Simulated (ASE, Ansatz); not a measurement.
# Forces and charges in Zr2CO2 MXene, 4 layers (80 atoms), part 2 of 2

Aim: energy, forces, charges and density of states of Zr2CO2 MXene, 4 layers (80 atoms) at a fixed geometry.

Ansatz 0.2.0; Kohn-Sham DFT, PBE+D4, PAW (set soft_2), plane waves.

The cell: 16 C, 32 Zr and 32 O. The cell is under 6 Å thick along two periodic directions.

So far: The structure; Plane-wave single point.

**3. Local order**

Bonds and neighbours are counted at the geometry of the runs.

Normalised to the volume that the atoms fill. Pair distribution functions g(r), in bins of 0.2 Å:

| r (Å) | total | O-O | O-Zr | O-C | Zr-Zr | Zr-C | C-C |
| --- | --- | --- | --- | --- | --- | --- | --- |
| 2.10 | 2.88 | 0.00 | 9.00 | 0.00 | 0.00 | 0.00 | 0.00 |
| 2.30 | 2.19 | 0.00 | 0.09 | 0.00 | 0.00 | 13.50 | 0.00 |
| 2.50 | 0.24 | 0.00 | 0.00 | 0.00 | 0.00 | 1.50 | 0.00 |
| 2.70 | 0.08 | 0.48 | 0.00 | 0.00 | 0.00 | 0.00 | 0.00 |
| 2.90 | 0.21 | 0.00 | 0.00 | 1.30 | 0.00 | 0.00 | 0.00 |
| 3.10 | 1.28 | 0.00 | 0.00 | 8.00 | 0.00 | 0.00 | 0.00 |
| 3.30 | 3.40 | 7.00 | 0.00 | 0.00 | 11.00 | 0.00 | 13.10 |
| 3.50 | 0.47 | 2.25 | 0.00 | 0.00 | 0.23 | 0.00 | 1.81 |
| 3.70 | 0.34 | 0.00 | 1.05 | 0.00 | 0.00 | 0.00 | 0.00 |
| 3.90 | 0.31 | 0.00 | 0.98 | 0.00 | 0.00 | 0.00 | 0.00 |
| 4.10 | 1.52 | 0.00 | 2.29 | 0.00 | 0.00 | 4.97 | 0.00 |
| 4.30 | 0.56 | 1.13 | 1.19 | 0.00 | 0.00 | 0.00 | 0.00 |
| 4.50 | 0.66 | 0.00 | 0.00 | 4.14 | 0.00 | 0.00 | 0.00 |
| 4.70 | 0.36 | 0.08 | 0.00 | 0.00 | 2.19 | 0.00 | 0.00 |
| 4.90 | 1.23 | 1.87 | 2.71 | 0.00 | 0.43 | 0.00 | 0.00 |
| 5.10 | 0.42 | 0.67 | 0.70 | 0.54 | 0.00 | 0.00 | 0.00 |
| 5.30 | 2.21 | 0.00 | 3.57 | 0.70 | 0.00 | 5.95 | 0.00 |
| 5.50 | 0.20 | 0.00 | 0.61 | 0.03 | 0.00 | 0.00 | 0.00 |
| 5.70 | 1.02 | 0.00 | 0.00 | 5.33 | 1.08 | 0.00 | 0.00 |
| 5.90 | 1.66 | 3.73 | 0.00 | 0.00 | 5.22 | 0.20 | 4.96 |
| 6.10 | 0.58 | 1.15 | 0.00 | 2.25 | 0.22 | 0.00 | 0.00 |
| 6.30 | 0.74 | 0.00 | 1.54 | 0.53 | 0.00 | 1.04 | 0.00 |
| 6.50 | 0.12 | 0.51 | 0.12 | 0.00 | 0.00 | 0.00 | 0.00 |
| 6.70 | 0.85 | 1.85 | 0.35 | 0.00 | 1.85 | 0.00 | 3.69 |
| 6.90 | 1.10 | 1.77 | 1.89 | 0.00 | 0.45 | 0.91 | 0.00 |
| 7.10 | 1.21 | 0.00 | 1.70 | 0.55 | 0.00 | 3.62 | 0.00 |
| 7.30 | 0.62 | 0.40 | 0.40 | 2.16 | 0.00 | 0.51 | 0.00 |
| 7.50 | 0.92 | 1.06 | 0.35 | 1.22 | 2.57 | 0.00 | 0.74 |

Bonds by pair of elements; cutoffs follow the first minimum of g(r), held within bounds set by covalent radii, and pairs that aren't listed don't count as bonded:

| pair A-B | cutoff (Å) | bonds | mean length (Å) | spread (Å) | shortest (Å) | B about A | A about B |
| --- | --- | --- | --- | --- | --- | --- | --- |
| O-Zr | 2.82 | 96 | 2.16 | 0.015 | 2.12 | 3 | 3 |
| Zr-C | 2.81 | 96 | 2.38 | 0.015 | 2.35 | 3 | 6 |

How many atoms have how many bonded neighbours:

| element | mean | 3 | 6 |
| --- | --- | --- | --- |
| C | 6 | 0 | 16 |
| O | 3 | 32 | 0 |
| Zr | 6 | 0 | 32 |

Bond angles, per cent of each kind in bins of 5°:

| angle (°) | C-Zr-O | Zr-C-Zr | C-Zr-C | O-Zr-O | Zr-O-Zr |
| --- | --- | --- | --- | --- | --- |
| 80–85 | 66.7 | 0.0 | 0.0 | 0.0 | 0.0 |
| 85–90 | 0.0 | 38.8 | 33.3 | 0.0 | 0.0 |
| 90–95 | 0.0 | 41.2 | 66.7 | 0.0 | 0.0 |
| 95–100 | 0.0 | 0.0 | 0.0 | 0.0 | 0.0 |
| 100–105 | 0.0 | 0.0 | 0.0 | 100.0 | 100.0 |
| 105–110 | 0.0 | 0.0 | 0.0 | 0.0 | 0.0 |
| 110–115 | 0.0 | 0.0 | 0.0 | 0.0 | 0.0 |
| 115–120 | 0.0 | 0.0 | 0.0 | 0.0 | 0.0 |
| 120–125 | 0.0 | 0.0 | 0.0 | 0.0 | 0.0 |
| 125–130 | 0.0 | 0.0 | 0.0 | 0.0 | 0.0 |
| 130–135 | 0.0 | 0.0 | 0.0 | 0.0 | 0.0 |
| 135–140 | 0.0 | 0.0 | 0.0 | 0.0 | 0.0 |
| 140–145 | 0.0 | 0.0 | 0.0 | 0.0 | 0.0 |
| 145–150 | 0.0 | 0.0 | 0.0 | 0.0 | 0.0 |
| 150–155 | 0.0 | 0.0 | 0.0 | 0.0 | 0.0 |
| 155–160 | 0.0 | 0.0 | 0.0 | 0.0 | 0.0 |
| 160–165 | 0.0 | 0.0 | 0.0 | 0.0 | 0.0 |
| 165–170 | 9.4 | 0.0 | 0.0 | 0.0 | 0.0 |
| 170–175 | 24.0 | 0.0 | 0.0 | 0.0 | 0.0 |
| 175–180 | 0.0 | 20.0 | 0.0 | 0.0 | 0.0 |

Bond angles (no mean is given where the spread exceeds 20°):

| angle | count | mean (°) | spread (°) |
| --- | --- | --- | --- |
| C-Zr-O | 288 | - | - |
| Zr-C-Zr | 240 | - | - |
| C-Zr-C | 96 | 90.3 | 0.5 |
| O-Zr-O | 96 | 103 | 0.6 |
| Zr-O-Zr | 96 | 103 | 0.6 |

By these cutoffs all C atoms have 6, all O atoms have 3 and all Zr atoms have 6 bonded neighbours.

A closer look about Zr27, picked at random: 10 atoms, nearest first, numbered in the order of the input, with positions taken from that point.

| atom | x | y | z | distance (Å) | bonds | Löwdin charge (e) | Fx | Fy | Fz (eV/Å) |
| --- | --- | --- | --- | --- | --- | --- | --- | --- | --- |
| Zr27 | 0.00 | 0.00 | 0.00 | 0.00 | 6 | 1.19 | -0.13 | -0.33 | 0.44 |
| O24 | -0.02 | 1.93 | 0.91 | 2.14 | 3 | -0.64 | 0.08 | 0.11 | -0.71 |
| O29 | 1.68 | -0.97 | 0.92 | 2.15 | 3 | -0.65 | 0.05 | -0.04 | -0.83 |
| O39 | -1.68 | -0.97 | 0.93 | 2.16 | 3 | -0.65 | -0.10 | -0.04 | -0.98 |
| C26 | 0.00 | -1.94 | -1.39 | 2.38 | 6 | -0.92 | -0.07 | -0.21 | -0.02 |
| C31 | 1.69 | 0.97 | -1.38 | 2.39 | 6 | -0.92 | -0.01 | 0.05 | -0.04 |
| C21 | -1.70 | 0.97 | -1.38 | 2.40 | 6 | -0.92 | -0.03 | -0.03 | -0.06 |
| Zr32 | 1.68 | 2.90 | -0.02 | 3.35 | 6 | 1.18 | 0.17 | 0.35 | 0.52 |
| Zr22 | -1.69 | 2.91 | 0.00 | 3.36 | 6 | 1.19 | -0.12 | 0.21 | 0.34 |
| Zr37 | 3.37 | 0.00 | -0.01 | 3.37 | 6 | 1.19 | 0.13 | -0.10 | 0.57 |

The column of bonds counts only the pairs O-Zr within 2.82 Å, Zr-C within 2.81 Å; other neighbours, such as metal atoms beside each other in a compound, aren't counted, and periodic images can show an atom twice.

**4. Outcome**

| Quantity | Value |
| --- | --- |
| free energy per atom | -1952.0581 eV/atom |
| r.m.s. force component | 0.4163 eV/Å |
| gap (highest filled to lowest empty level) | 0.844 eV |
| potential in mid-vacuum, over the Fermi level | 5.424 eV |
| wall time of the 1 DFT run | 84 s |

**Reading.** Between filled and empty levels lie 0.844 eV on the run's k-points; the mesh holds the band edges only if they fold onto it, so the gap at this level can be narrower or closed, while semilocal functionals tend to narrow gaps against experiment. The potential stands 5.41 eV above the highest filled level over the upper face and 5.44 eV under the lower one, a reading of the ionisation potential at this level on the run's k-points, but a rough one: there is no dipole correction, and the values are taken inside the vacuum, not at the faces. Counting bonds as in the table, all C atoms have 6, all O atoms have 3 and all Zr atoms have 6 bonded neighbours.

What to keep in mind: The geometry was built by rule and isn't relaxed at this level: its force components are 0.42 eV/Å r.m.s.

[Hosts, paths, dates, database ids (printed as entryN), source tags and the programs' standing remarks are cut or masked in the printed files.]
